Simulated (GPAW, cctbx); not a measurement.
# Reading charge transfer from structure factors

Ir2Pd, I4/mmm (no. 139), a = 2.7456 Å, b = 2.7456 Å, c = 11.7105 Å, α = 90.00°, β = 90.00°, γ = 90.00°.

| atom | mult. | x | y | z |
| --- | --- | --- | --- | --- |
| Ir1 | 4 | 1/2 | 1/2 | 0.1720 |
| Pd1 | 2 | 0 | 0 | 0 |

The start was made by putting kin elements into a known structure type; the compound need not exist, or be stable, in this form.

Absolute values of the static structure factors of the conventional cell from DFT (PBE, GPAW) against free spherical atoms, in electrons:

| hkl | d (Å) | free atoms | crystal |
| --- | --- | --- | --- |
| 002 | 5.855 | 76.87 | 77.32 |
| 004 | 2.928 | 24.63 | 25.10 |
| 101 | 2.673 | 48.57 | 49.12 |
| 103 | 2.246 | 323.90 | 323.06 |
| 006 | 1.952 | 306.33 | 305.69 |
| 110 | 1.941 | 310.63 | 309.92 |
| 112 | 1.843 | 66.88 | 67.08 |
| 105 | 1.782 | 85.34 | 85.48 |
| 114 | 1.618 | 24.73 | 24.80 |
| 008 | 1.464 | 97.03 | 96.99 |

**Question.** Which way does charge move, and which reflections show it best?

Project each element's phase sum on the total phase. |F| rises if density moves to atoms that scatter in phase and falls if it moves to atoms that scatter against it; the rule is for low angles, since changes of shape take over beyond. Where all elements are in phase the terms compete, and the compactness of the donor's and the acceptor's density matters too.

| hkl | Ir in phase | Pd in phase | change (e) | (%) |
| --- | --- | --- | --- | --- |
| 002 | +2.2 | -2.0 | +0.45 | +0.6 |
| 004 | +1.5 | -2.0 | +0.47 | +1.9 |
| 101 | +1.9 | -2.0 | +0.54 | +1.1 |
| 103 | +4.0 | +2.0 | -0.84 | -0.3 |
| 006 | +3.9 | +2.0 | -0.65 | -0.2 |
| 110 | +4.0 | +2.0 | -0.71 | -0.2 |
| 112 | +2.2 | -2.0 | +0.20 | +0.3 |
| 105 | +2.5 | -2.0 | +0.14 | +0.2 |

Low-angle reflections that set elements apart and change by more than 0.05 e: 002, 004, 101, 112 and 105. The signs fit a gain of density on Ir and a loss on Pd. The best witness is 004, +1.9 %, where Ir enters with +1.5. The real-space density agrees: Voronoi charges Ir -0.10, Pd +0.19 e. The shortest bond, Ir–Ir, has Δρ = +0.06 e/Å³ at its midpoint.
